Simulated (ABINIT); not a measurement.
# Diamond (Fd-3m, 2 atoms a cell): G0W0 with ABINIT, start to end, part 2 of 3

Aim: the G0W0 gap of Diamond (Fd-3m, 2 atoms a cell) on PBE, step by step.

ABINIT 10.8.3; PBE and many-body steps on it, plane waves. Known limits of the many-body steps: not at the basis limit.

So far. Step 2 (Ground state): The gap is indirect, with the least direct gap 1.40 eV higher.

### Step 3. Bands along the symmetry lines

Level of this step: DFT, PBE, plane waves, norm-conserving pseudopotentials (ABINIT).

The cheap functional maps the bands first; the places of the edges decide which points the dearer methods must see.

File run.abi:

```
acell 3*1.0 Angstrom
rprim 
  -0.000000000000 1.783370000000 1.783370000000
  1.783370000000 -0.000000000000 1.783370000000
  1.783370000000 1.783370000000 0.000000000000
ntypat 1
znucl 6
natom 2
typat 1 1
xred 
  -0.000000000000 0.000000000000 0.000000000000
  0.250000000000 0.250000000000 0.250000000000
pp_dirpath "pseudos"
pseudos "C.upf"
ecut 37
iscf -2
irdden 1
kptopt 0
nkpt 50
kpt 
  0.00000000 0.00000000 0.00000000
  0.06250000 0.00000000 0.06250000
  0.12500000 0.00000000 0.12500000
  0.18750000 0.00000000 0.18750000
  0.25000000 0.00000000 0.25000000
  0.31250000 0.00000000 0.31250000
  0.37500000 0.00000000 0.37500000
  0.43750000 0.00000000 0.43750000
  0.50000000 0.00000000 0.50000000
  0.51562500 0.03125000 0.51562500
  0.53125000 0.06250000 0.53125000
  0.54687500 0.09375000 0.54687500
  0.56250000 0.12500000 0.56250000
  0.57812500 0.15625000 0.57812500
  0.59375000 0.18750000 0.59375000
  0.60937500 0.21875000 0.60937500
  0.62500000 0.25000000 0.62500000
  0.37500000 0.37500000 0.75000000
  0.32812500 0.32812500 0.65625000
  0.28125000 0.28125000 0.56250000
  0.23437500 0.23437500 0.46875000
  0.18750000 0.18750000 0.37500000
  0.14062500 0.14062500 0.28125000
  0.09375000 0.09375000 0.18750000
  0.04687500 0.04687500 0.09375000
  0.00000000 0.00000000 0.00000000
  0.06250000 0.06250000 0.06250000
  0.12500000 0.12500000 0.12500000
  0.18750000 0.18750000 0.18750000
  0.25000000 0.25000000 0.25000000
  0.31250000 0.31250000 0.31250000
  0.37500000 0.37500000 0.37500000
  0.43750000 0.43750000 0.43750000
  0.50000000 0.50000000 0.50000000
  0.50000000 0.46875000 0.53125000
  0.50000000 0.43750000 0.56250000
  0.50000000 0.40625000 0.59375000
  0.50000000 0.37500000 0.62500000
  0.50000000 0.34375000 0.65625000
  0.50000000 0.31250000 0.68750000
  0.50000000 0.28125000 0.71875000
  0.50000000 0.25000000 0.75000000
  0.50000000 0.21875000 0.71875000
  0.50000000 0.18750000 0.68750000
  0.50000000 0.15625000 0.65625000
  0.50000000 0.12500000 0.62500000
  0.50000000 0.09375000 0.59375000
  0.50000000 0.06250000 0.56250000
  0.50000000 0.03125000 0.53125000
  0.50000000 0.00000000 0.50000000
istwfk *1
nband 11
nbdbuf 2
tolwfr 1e-08
nstep 40
prtwf 0
prtvol 0
indata_prefix "in"
outdata_prefix "out"
tmpdata_prefix "tmp"
```

Run with:

```console
$ OMP_NUM_THREADS=1 mpirun -n 4 abinit run.abi > log
```

Numbers of over 12 decimals in the logs are rounded to 6 here.

What it wrote:

```text
.Version 10.8.3 of ABINIT. v10.8.2 released Aug 2026.

 Symmetries : space group Fd -3 m (#227); Bravais cF (face-center cubic)
[... echo of the input left out ...]
== DATASET  1 ==================================================================
-   mpi_nproc: 4, omp_nthreads: 1 (-1 if OMP is not activated)

--- !DatasetInfo
iteration_state: {dtset: 1, }
dimensions: {natom: 2, nkpt: 50, mband: 11, nsppol: 1, nspinor: 1, nspden: 1, mpw: 869, }
cutoff_energies: {ecut:  37.0, pawecutdg:  -1.0, }
electrons: {nelect:   8.00000000E+00, charge:   0.00000000E+00, occopt:   1.00000000E+00, tsmear:   1.00000000E-02, }

 Real(R)+Recip(G) space primitive vectors, cartesian coordinates (Bohr,Bohr^-1):
 R(1)=  0.0000000  3.3700809  3.3700809  G(1)= -0.1483644  0.1483644  0.1483644
 R(2)=  3.3700809  0.0000000  3.3700809  G(2)=  0.1483644 -0.1483644  0.1483644
 R(3)=  3.3700809  3.3700809  0.0000000  G(3)=  0.1483644  0.1483644 -0.1483644
 Unit cell volume ucvol=  7.6551017E+01 bohr^3
 Angles (23,13,12)=  6.00000000E+01  6.00000000E+01  6.00000000E+01 degrees

 getcut: wavevector=  0.0000  0.0000  0.0000  ngfft=  30  30  30
         ecut(hartree)=     37.000   => boxcut(ratio)=   2.30135

 getcut : COMMENT -
  Note that boxcut > 2.2 ; recall that boxcut=Gcut(box)/Gcut(sphere) = 2
  is sufficient for exact treatment of convolution.
  Such a large boxcut is a waste : you could raise ecut
  e.g. ecut=   48.989798 Hartrees makes boxcut=2

--- Pseudopotential description ------------------------------------------------
- C Generated using ONCVPSP code by D. R. Hamann
-  6.00000   4.00000  171031                  znucl, zion, pspdat
12 -101130 1 -1 1248                          pspcod,pspxc,lmax,lloc,mmax
     nproj     2     2
  pspatm : epsatm=    4.31346680
         --- l  ekb(1:nproj) -->
             0    6.481548    0.385504
             1   -4.199961   -0.877517
 pspatm: atomic psp has been read  and splines computed

--------------------------------------------------------------------------------

================================================================================
 prteigrs : about to open file out_EIG
 Non-SCF case, kpt    1 (  0.00000  0.00000  0.00000), residuals and eigenvalues=
  1.15E-09  2.46E-09  4.10E-09  2.15E-09  4.34E-09  5.45E-09  5.76E-09  7.98E-09
  1.34E-09  3.49E-05  6.89E-05
 -4.1145E-01  3.7825E-01  3.7825E-01  3.7825E-01  5.8499E-01  5.8499E-01
  5.8499E-01  8.6809E-01  1.0874E+00  1.3653E+00  1.3654E+00
 Non-SCF case, kpt    2 (  0.06250  0.00000  0.06250), residuals and eigenvalues=
  7.88E-10  1.10E-09  7.57E-09  2.53E-09  1.51E-09  8.03E-09  2.52E-09  3.02E-09
[...]
-4.0615E-01  3.5790E-01  3.5790E-01  3.6537E-01  5.8087E-01  6.0988E-01
  6.0988E-01  8.7151E-01  1.0967E+00  1.2471E+00  1.3838E+00
 Non-SCF case, kpt    3 (  0.12500  0.00000  0.12500), residuals and eigenvalues=
  7.80E-09  1.48E-09  6.89E-09  3.60E-09  1.79E-09  4.36E-09  6.20E-09  7.96E-09
[...]
-3.9029E-01  3.1478E-01  3.1478E-01  3.2957E-01  5.7006E-01  6.6644E-01
  6.6644E-01  8.6803E-01  1.1220E+00  1.1457E+00  1.3923E+00
[...]
Non-SCF case, kpt   49 (  0.50000  0.03125  0.53125), residuals and eigenvalues=
[...]
-9.0410E-02 -9.0410E-02  1.4321E-01  1.4321E-01  5.6108E-01  5.6108E-01
  9.9380E-01  9.9380E-01  1.2288E+00  1.2288E+00  1.5680E+00
 Non-SCF case, kpt   50 (  0.50000  0.00000  0.50000), residuals and eigenvalues=
[...]
-9.1260E-02 -9.1260E-02  1.4617E-01  1.4617E-01  5.5561E-01  5.5561E-01
  9.9637E-01  9.9637E-01  1.2321E+00  1.2321E+00  1.5741E+00

--- !ResultsGS
iteration_state: {dtset: 1, }
comment   : Summary of ground state results
lattice_vectors:
- [ -0.0000000,   3.3700809,   3.3700809, ]
- [  3.3700809,  -0.0000000,   3.3700809, ]
- [  3.3700809,   3.3700809,   0.0000000, ]
lattice_lengths: [   4.76601,    4.76601,    4.76601, ]
lattice_angles: [ 60.000,  60.000,  60.000, ] # degrees, (23, 13, 12)
lattice_volume:   7.6551017E+01
convergence: {deltae:  0.000E+00, res2:  0.000E+00, residm:  9.813E-09, diffor:  0.000E+00, }
etotal    :  -1.20374080E+01
entropy   :   0.00000000E+00
fermie    :   3.78251972E-01
cartesian_stress_tensor: null
pressure_GPa: null
xred      :
- [  0.0000E+00,   0.0000E+00,   0.0000E+00,  C]
- [  2.5000E-01,   2.5000E-01,   2.5000E-01,  C]
cartesian_forces: null
force_length_stats: {min: null, max: null, mean: null, }

 Integrated electronic density in atomic spheres:
 ------------------------------------------------
 Atom  Sphere_radius  Integrated_density
[...]
================================================================================

 ----iterations are completed or convergence reached----

 Mean square residual over all n,k,spin=   37.436E-10; max=  98.133E-10
 reduced coordinates (array xred) for    2 atoms
[...]
cartesian coordinates (angstrom) at end:
    1      0.000000     0.000000     0.000000
    2      0.891685     0.891685     0.891685
 length scales=  1.889726125908  1.889726125908  1.889726125908 bohr
              =  1.000000000000  1.000000000000  1.000000000000 angstroms
 prteigrs : about to open file out_EIG
 Eigenvalues (hartree) for nkpt=  50  k points:
 kpt#   1, nband= 11, wtk=  1.00000, kpt=  0.0000  0.0000  0.0000 (reduced coord)
[...]
kpt#   2, nband= 11, wtk=  1.00000, kpt=  0.0625  0.0000  0.0625 (reduced coord)
[...]
kpt#   3, nband= 11, wtk=  1.00000, kpt=  0.1250  0.0000  0.1250 (reduced coord)
[...]
kpt#  49, nband= 11, wtk=  1.00000, kpt=  0.5000  0.0313  0.5313 (reduced coord)
  -0.09041   -0.09041    0.14321    0.14321    0.56108    0.56108    0.99380    0.99380
   1.22880    1.22880    1.56797
 kpt#  50, nband= 11, wtk=  1.00000, kpt=  0.5000  0.0000  0.5000 (reduced coord)
  -0.09126   -0.09126    0.14617    0.14617    0.55561    0.55561    0.99637    0.99637
   1.23206    1.23206    1.57409

== END DATASET(S) ==============================================================
================================================================================

 -outvars: echo values of variables after computation  --------
            nband          11
             nkpt          50
          spgroup         227
 [... the other variables as echoed above ...]

 Calculation completed.
```

It took 2.9 s on 4 MPI ranks of Arm Neoverse V1, shared host; peak memory 0.07 GiB.

This step gave:

* gap: 4.190 eV
* k of the valence top: 0, 0, 0
* k of the conduction bottom: 0.375, 0, 0.375
* least direct gap: 5.626 eV

The gap is 4.190 eV, −0.039 eV from the run before at this level.

Electronic bands along the path, in eV, zero at the top of the highest filled band; v1 is the highest filled band, c1 the lowest empty one:

```csv
point,v4,v3,v2,v1,c1,c2,c3,c4
Γ,-21.49,0.00,0.00,0.00,5.63,5.63,5.63,13.33
halfway,-19.21,-4.52,-4.13,-4.13,4.49,10.31,11.62,11.62
X,-12.78,-12.78,-6.32,-6.32,4.83,4.83,16.82,16.82
halfway,-12.69,-12.52,-7.58,-6.07,5.06,6.73,16.13,16.47
U,-12.99,-11.74,-9.33,-5.38,5.74,10.80,14.40,15.64
jump to K,-12.99,-11.74,-9.33,-5.38,5.74,10.80,14.40,15.64
halfway,-18.93,-6.52,-5.57,-1.75,8.19,8.69,10.10,13.68
Γ,-21.49,0.00,0.00,0.00,5.63,5.63,5.63,13.33
halfway,-19.77,-6.60,-1.75,-1.75,7.83,7.83,8.19,14.64
L,-15.71,-13.39,-2.81,-2.81,8.52,8.52,8.90,15.71
halfway,-14.70,-12.38,-6.32,-4.70,8.36,9.50,13.08,14.89
W,-11.99,-11.99,-8.33,-8.33,10.68,10.68,12.35,12.35
halfway,-12.44,-12.44,-7.33,-7.33,6.94,6.94,15.58,15.58
X,-12.78,-12.78,-6.32,-6.32,4.83,4.83,16.82,16.82
```

The electronic bands as a text plot (rows in eV, shown from -8.0 to 10.2 only):

```
    9.8 |    +           +    +++                     ++ + +
    9.1 |                       +              +++++++ ++   +
    8.3 |       ++            +++++         +++++++++++
    7.5 |  ++           +   ++     ++      ++
    6.8 |         +    +   +     ++      ++                  +
    6.0 | +               +        +++  +                     +
    5.3 |++++      ++ ++++            ++                       ++
    4.5 |    ++++++++++
    3.7 |
    3.0 |
    2.2 |
    1.5 |
    0.7 |
    0.0 |**                        ******
   -0.8 | *                      **  *  ***
   -1.6 |  **                   *          **
   -2.3 |                     **   **    **  ***
   -3.1 |    *                                  *****
   -3.8 |     **            **   **                 **
   -4.6 |     **           *     **        *          *
   -5.3 |       **       **     *                    * *
   -6.1 |         *******                             *         *
   -6.9 |       **    *       ***           *           *     **
   -7.6 |              *                               * *   *
         Γ           X  U|K            Γ         L        W     X
```

### Step 4. Empty states on the mesh, 8×8×8 mesh, 64 bands

The sums over transitions need many empty states on a uniform mesh; this step solves for them.

File run.abi:

```
acell 3*1.0 Angstrom
rprim 
  -0.000000000000 1.783370000000 1.783370000000
  1.783370000000 -0.000000000000 1.783370000000
  1.783370000000 1.783370000000 0.000000000000
ntypat 1
znucl 6
natom 2
typat 1 1
xred 
  -0.000000000000 0.000000000000 0.000000000000
  0.250000000000 0.250000000000 0.250000000000
pp_dirpath "pseudos"
pseudos "C.upf"
ecut 37
ngkpt 8 8 8
nshiftk 1
shiftk 0 0 0
kptopt 1
chksymbreak 0
irdden 1
istwfk *1
nband 64
prtvol 0
optdriver 6
gwr_task "HDIAGO"
paral_kgb 0
occopt 1
indata_prefix "in"
outdata_prefix "out"
tmpdata_prefix "tmp"
```

What it wrote:

```text
[banner, memory and clock lines left out]
.Version 10.8.3 of ABINIT. v10.8.2 released Aug 2026.

 Symmetries : space group Fd -3 m (#227); Bravais cF (face-center cubic)
[... echo of the input left out ...]
== DATASET  1 ==================================================================
-   mpi_nproc: 4, omp_nthreads: 1 (-1 if OMP is not activated)

--- !DatasetInfo
iteration_state: {dtset: 1, }
dimensions: {natom: 2, nkpt: 29, mband: 64, nsppol: 1, nspinor: 1, nspden: 1, mpw: 869, }
cutoff_energies: {ecut:  37.0, pawecutdg:  -1.0, }
electrons: {nelect:   8.00000000E+00, charge:   0.00000000E+00, occopt:   1.00000000E+00, tsmear:   1.00000000E-02, }

.Using double precision arithmetic; gwpc =  8

- Reading GS density from: in_DEN

--- Pseudopotential description ------------------------------------------------
- C Generated using ONCVPSP code by D. R. Hamann
-  6.00000   4.00000  171031                  znucl, zion, pspdat
12 -101130 1 -1 1248                          pspcod,pspxc,lmax,lloc,mmax
     nproj     2     2
  pspatm : epsatm=    4.31346680
         --- l  ekb(1:nproj) -->
             0    6.481548    0.385504
             1   -4.199961   -0.877517
 pspatm: atomic psp has been read  and splines computed

   6.90154688E+01                                ecore*ucvol(ha*bohr**3)

 Total charge density [el/Bohr^3]
)     Maximum=    2.9642E-01  at reduced coord.    0.2000    0.2000    0.4333
)     Minimum=    1.3223E-02  at reduced coord.    0.5000    0.5000    0.5000
   Integrated=    8.0000E+00

 === KS gaps after direct diagonalization ===
 Indirect band gap semiconductor
 Fundamental gap:     4.190 (eV)
   VBM:    10.293 (eV) at k: [ 0.0000E+00,  0.0000E+00,  0.0000E+00]
   CBM:    14.483 (eV) at k: [ 3.7500E-01,  3.7500E-01,  0.0000E+00]
 Direct gap:         5.626 (eV) at k: [ 0.0000E+00,  0.0000E+00,  0.0000E+00]

== END DATASET(S) ==============================================================

 -outvars: echo values of variables after computation  --------
           etotal      0.0000000000E+00
            nband          64
             nkpt          29
          spgroup         227
 [... the other variables as echoed above ...]

 Calculation completed.
```

Elapsed: 7.4 s, on 4 MPI ranks; peak memory 0.28 GiB; 29 s of CPU time.

This step gave:

```yaml
gap: 4.190 eV
k_of_the_valence_top: 0, 0, 0
k_of_the_conduction_bottom: 0.375, 0.375, 0
least_direct_gap: 5.626 eV
k_points_computed: 29
lowest_point_of_the_top_converged_band_above_the_valence_top: 121.9261 eV
```

On this mesh the gap is 4.190 eV.

### Step 5. Screening, 8×8×8 mesh, 56 bands, screening to 217.7 eV

The RPA dielectric matrix is built and inverted for each q.

This step: RPA screening on PBE, plane waves, norm-conserving pseudopotentials.

run.abi: that of step 4 with these lines changed.

```diff
@@ -20,10 +20,11 @@
 chksymbreak 0
-irdden 1
 istwfk *1
-nband 64
-prtvol 0
-optdriver 6
-gwr_task "HDIAGO"
-paral_kgb 0
 occopt 1
+irdwfk 1
+optdriver 3
+nband 56
+ecuteps 8
+inclvkb 2
+awtr 1
+symchi 1
 indata_prefix "in"
```

What it wrote:

```text
.Version 10.8.3 of ABINIT. v10.8.2 released Aug 2026.

 Symmetries : space group Fd -3 m (#227); Bravais cF (face-center cubic)
[... echo of the input left out ...]
== DATASET  1 ==================================================================
-   mpi_nproc: 4, omp_nthreads: 1 (-1 if OMP is not activated)

--- !DatasetInfo
iteration_state: {dtset: 1, }
dimensions: {natom: 2, nkpt: 29, mband: 56, nsppol: 1, nspinor: 1, nspden: 1, mpw: 869, }
cutoff_energies: {ecut:  37.0, pawecutdg:  -1.0, }
electrons: {nelect:   8.00000000E+00, charge:   0.00000000E+00, occopt:   1.00000000E+00, tsmear:   1.00000000E-02, }

 SCREENING: Calculation of the susceptibility and dielectric matrices

 Based on a program developped by R.W. Godby, V. Olevano, G. Onida, and L. Reining.
 Incorporated in ABINIT by V. Olevano, G.-M. Rignanese, and M. Torrent.
.Using double precision arithmetic ; gwpc =  8

[... cell and pseudopotentials left out ...]
--------------------------------------------------------------------------------

 ==== K-mesh for the wavefunctions ====
 Number of points in the irreducible wedge :    29
[... list of points left out ...]
 Together with 48 symmetry operations and time-reversal symmetry
 yields   512 points in the full Brillouin Zone.

 ==== Q-mesh for the screening function ====
 Number of points in the irreducible wedge :    29
[... list of points left out ...]
 Together with 48 symmetry operations and time-reversal symmetry
 yields   512 points in the full Brillouin Zone.

 setmesh: FFT mesh size selected  =    20x   20x   20
          total number of points  =         8000

 vcoul_init : cutoff-mode = AUXILIARY_FUNCTION
 q-points for optical limit:   1
     1)      0.000010    0.000020    0.000030

- screening: taking advantage of time-reversal symmetry
- Maximum band index for partially occupied states nbvw = 4
- Remaining bands to be divided among processors   nbcw = 52
- Number of bands treated by each node ~13

 Number of electrons calculated from density =    8.0000; Expected =    8.0000
 average of density, n =  0.104505
 r_s =    1.3170
 omega_plasma =   31.1835 [eV]

 calculating chi0 at frequencies [eV] :
  1    0.000000E+00    0.000000E+00
  2    0.000000E+00    3.118352E+01

--------------------------------------------------------------------------------
  q-point number  1        q = ( 0.000000, 0.000000, 0.000000) [r.l.u.]
--------------------------------------------------------------------------------
[... chi0 elements left out ...]
 For q-point:  0.000010 0.000020 0.000030
  dielectric constant =   5.5287
  dielectric constant without local fields =   5.9484

  Average fulfillment of the sum rule on Im[epsilon] for q-point    1 :     86.51  [%]
[... wings left out ...]
  q-point number  2        q = ( 0.125000, 0.000000, 0.000000) [r.l.u.]
--------------------------------------------------------------------------------
[... chi0 elements left out ...]
  Average fulfillment of the sum rule on Im[epsilon] for q-point    2 :     97.35  [%]

 [... 27 further q-points ...]
```

Wall time 32 s (4 MPI ranks); peak memory 0.6 GiB.

This step gave:

- ε∞ with local fields, on this mesh, along the program's q direction: 5.529
- the same without local fields: 5.948
- plasma frequency: 31.18 eV
- plane waves in the screening matrix: 65

Local fields lower ε∞ by 7 %.

(Continued in part 3 of 3.)

[Paths, hosts, dates, memory and timing lines, banners, echoed tables and standing remarks are left out of the program output.]

[Logs are printed without paths, hosts, clocks, repeated set-up lines and the standing remarks that a program may print on its own settings, such as how far it seeks lower states.]

[Runs of the session that timed out or met a known fault of the program may be left out.]

[Hosts, paths, dates, database ids (printed as entryN), source tags and the programs' standing remarks are cut or masked in the printed files.]

[G0W0 gaps are taken among the corrected bands and points alone; a level outside them can change the order at an edge.]

[Where Ansatz stands beside ABINIT at settings called matched, ABINIT's density can come from a denser mesh and the files from another edition; pairs whose starting gaps differed by over 0.03 eV were left out, so agreement reads better than it is.]
